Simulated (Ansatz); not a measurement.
Two G0W0 runs on BiP (buckled honeycomb monolayer).

The cell holds 2 atoms: 1 P and 1 Bi. Its edges and angles: a = 3.817 Å, b = 3.817 Å, c = 26.200 Å, α = 90.0°, β = 90.0°, γ = 120.0°. Vacuum lies along c.

```xyz
2
Lattice="3.8174 0.0000 0.0000 -1.9087 3.3059 0.0000 0.0000 0.0000 26.2000" Properties=species:S:1:pos:R:3
P     0.0000    2.2040   12.3620
Bi    1.9087    1.1020   13.8380
```

The structure was relaxed with PBEsol. The runs that relaxed it are not among those shown. Spin-orbit coupling is left out unless a run names it.

The first (Ansatz 0.2.0; start PBEsol, 3×3×1 mesh, 297 empty bands, screening to 54 eV, PAW set soft_1 files; 4 threads of Arm Neoverse V1, shared host) gave, on its mesh: starting gap 1.38 eV, G0W0 gap 1.68 eV, mean of 1 + 4πα/V (set by the cell height) 6.42, 25 s.

The second changes mesh from 3×3×1 to 9×9×1. What does it give?

It gave: starting gap 1.44 eV, G0W0 gap 2.18 eV, mean of 1 + 4πα/V (set by the cell height) 2.88, 4.1 min. The G0W0 gap moves by +0.49 eV, +0.07 eV from the start and +0.42 eV from the correction. Σc changes by −0.94 eV at the valence top and +0.68 eV at the conduction bottom, and Σx − Vxc between them by −1.19 eV.

Limits: not at the basis limit; coarse mesh for a sheet; no spin-orbit coupling.

[Paths, hosts, dates, memory and timing lines, banners, echoed tables and standing remarks are left out of the program output.]

[Logs are printed without paths, hosts, clocks, repeated set-up lines and the standing remarks that a program may print on its own settings, such as how far it seeks lower states.]

[Runs of the session that timed out or met a known fault of the program may be left out.]

[Cells called generated may have been cut or substituted from an entry of the Crystallography Open Database or the Materials Project.]

[Hosts, paths, dates, database ids (printed as entryN), source tags and the programs' standing remarks are cut or masked in the printed files.]
